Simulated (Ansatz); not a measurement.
# Elastic response of amorphous SnO2 (72 atoms): runs compared

Aim: relax amorphous SnO2 (72 atoms), then change its volume and shape to read moduli from the stress.

Computed with Ansatz 0.2.0: Kohn-Sham DFT, r2SCAN, PAW (set soft_2), plane waves.

### 1. The cell as built

The cell holds 72 atoms: 24 Sn and 48 O. Its edges and angles: a = 9.851 Å, b = 9.851 Å, c = 9.851 Å, α = 90.0°, β = 90.0°, γ = 90.0°. 72 atoms (24 Sn, 48 O) placed at random at 6.03 g/cm³, melted at 5000 K for 10 ps at fixed volume with the Morse and Coulomb pair potential with partial charges (Pedone, Malavasi, Menziani, Cormack and Segre, J. Phys. Chem. B 110, 11780 (2006)). Quenched from 5000 K to 300 K at 50 K/ps and fixed volume, held 10 ps at zero pressure, then minimised at fixed cell.

What the set-up can't give: The quench rate of 50 K/ps is orders of magnitude faster than experiment, which tends to freeze in extra defects. The network of bonds at the start is that of the classical potential that made the cell, and needn't be the one that DFT or experiment would give. Only the Γ point is sampled.

### 2. The reference run

The reference is a single point at the end of the relaxation.

Every strained cell starts from the geometry of this run, and its atoms are relaxed with the cell held.

Its input, with most atom lines left out:

```yaml
crystal:
  lattice:
    - [9.67385, 0.01848, 0.13692]
    - [0.01848, 9.77482, -0.26483]
    - [0.13692, -0.26483, 9.90318]
  atoms:
    - { symbol: Sn, position: [0.73172, 0.67309, 0.33424] }
    - { symbol: Sn, position: [0.04439, 0.22036, 0.42573] }
    - { symbol: Sn, position: [0.51658, 0.17173, 0.07205] }
    - { symbol: Sn, position: [0.76552, 0.47058, 0.57757] }
    - { symbol: Sn, position: [0.24475, 0.70048, 0.35707] }
    - { symbol: Sn, position: [0.47932, 0.71871, 0.59906] }
    - { symbol: Sn, position: [0.98948, 0.20167, 0.9469] }
    [... atom lines 8 to 72 left out ...]
kpoints:
  mp_grid: { grid: [1, 1, 1] }
hamiltonian:
  xc: r2scan
scf:
  occupations: { method: fermi_dirac, width: 0.05 }
output:
  forces: true
  stress: true
  populations: true
  dos:
    method: { smearing: { sigma: 0.15 } }
    de: 0.1
    projected: { site_lists: { O: [O], Sn: [Sn] } }
  eigenvalues: true
  write_density: true
  write_potential: true
  volumetric_format: npy
```

```
free energy per atom   : -2391.7936 eV/atom
r.m.s. force component : 0.00778 eV/Å
pressure               : -0.002735 GPa
```

Filled and empty levels are parted by 1.00 eV (at Γ alone); a semilocal functional tends to put such gaps too low. In a disordered cell it changes from sample to sample, and tail or defect levels can set it.

### 3. The runs

Each row is one run, on 4 threads of Intel Xeon Platinum 8488C (Sapphire Rapids), shared host. The free energy is the program's total, comparable only between runs with the same functional, potentials and atoms.

| run | atoms | outcome | ionic steps, all passes | free energy (eV) | time | host memory (GiB) |
| --- | --- | --- | --- | --- | --- | --- |
| Single point at the start | 72 | converged | - | -172206.511 | 18 s | 2.6 |
| Cell and atoms relaxed | 72 | converged | 11 | -172209.142 | 2.9 min | 2.6 |
| Single point at the relaxed geometry | 72 | converged | - | -172209.142 | 25 s | 2.6 |
| Volume -3 % | 72 | converged | 8 | -172208.845 | 2.5 min | 2.6 |
| Volume +3 % | 72 | converged | 7 | -172208.873 | 2.1 min | 2.7 |
| Volume -6 % | 72 | converged | 17 | -172208.192 | 4.5 min | 2.5 |
| Volume +6 % | 72 | converged | 7 | -172208.154 | 2.4 min | 2.8 |
| Volume -10 % | 72 | converged | 20 | -172206.414 | 5.5 min | 2.5 |
| Stretched by 1 % along x | 72 | converged | 3 | -172209.083 | 63 s | 2.6 |
| Compressed by 1 % along x | 72 | converged | 3 | -172209.081 | 64 s | 2.6 |
| Sheared by 2 % in xy | 72 | converged | 5 | -172209.080 | 1.7 min | 2.6 |

In some runs the program notes that the SCF threshold is loose for the stress.

### 4. Pressure against volume

Atoms are relaxed at each volume, in the scaled cell.

| volume change (%) | volume (Å³/atom) | energy change (meV/atom) | pressure (GPa) | largest move on relaxing (Å) | bonds | gap (eV) |
| --- | --- | --- | --- | --- | --- | --- |
| -10 | 11.695 | 37.89 | 10.26 | 1.01 | 142 | 1.36 |
| -6 | 12.215 | 13.18 | 5.04 | 0.81 | 140 | 1.29 |
| -3 | 12.604 | 4.12 | 3.23 | 0.22 | 138 | 1.10 |
| +0 | 12.994 | 0.00 | 0.00 | - | 137 | 1.00 |
| +3 | 13.384 | 3.73 | -2.90 | 0.24 | 136 | 0.965 |
| +6 | 13.774 | 13.71 | -5.36 | 0.46 | 135 | 0.891 |

### 5. Uniaxial strain and shear

Stress (GPa, compression positive) less that of the relaxed cell, atoms relaxed:

| strain | xx | yy | zz | xy | energy change (meV/atom) |
| --- | --- | --- | --- | --- | --- |
| stretched by 1 % along x | -2.037 | -0.959 | -0.931 | 0.149 | 0.81 |
| compressed by 1 % along x | 2.134 | 0.991 | 0.961 | -0.159 | 0.84 |
| sheared by 2 % in xy | 0.318 | 0.052 | -0.295 | -1.079 | 0.85 |

### 6. Outcome

The bulk modulus, from the slope of pressure against ln V over the three points nearest the relaxed volume, is 102 GPa; between neighbouring points the slope runs 120, 58, 106, 98 and 86 GPa from the smallest volume up, without a steady fall, so no pressure derivative is given. The count of bonds runs from 135 to 142 over the series, so at some points contacts cross the cutoffs. At -10 % and -6 % some atom moved by over 0.5 Å on relaxing, so those points may sit in another local minimum. The gap goes from 1.36 eV at the smallest volume to 0.891 eV at the largest, -3.0 eV per unit of ln V by a straight line, on the run's k-points. In the Cartesian axes of the cell, finite differences give C11 = 209, C12 = 97.5, C13 = 94.6 and C66 = 54.0 GPa (the shear of 2 % is the engineering strain, εxy = 0.01). The mean of C11, C12 and C13, which equals the bulk modulus in a cubic or isotropic solid, is 134 GPa: it lies 31 % over the bulk modulus from the volumes. For an isotropic solid C66 would equal (C11 − C12)/2 = 55.5 GPa; so small a sample needn't be isotropic, and C66 rests on one shear. With the bulk modulus and C66 as K and G, Young's modulus would be about 138 GPa and Poisson's ratio 0.28.

**Limits.** Strains are finite and relaxations stop at the force tolerance of the input, which can leave moduli too stiff; they are those of a static cell at zero temperature. Volumes are changed with the cell's shape held, so in an anisotropic solid the modulus lies over the one under free hydrostatic load. The program notes that the SCF threshold of the relaxations is loose for the stress.

The DFT runs together took 24 min of wall time.

[Logs are printed without paths, hosts, clocks, repeated set-up lines and the standing remarks that a program may print on its own settings, such as how far it seeks lower states.]

[Hosts, paths, dates, database ids (printed as entryN), source tags and the programs' standing remarks are cut or masked in the printed files.]
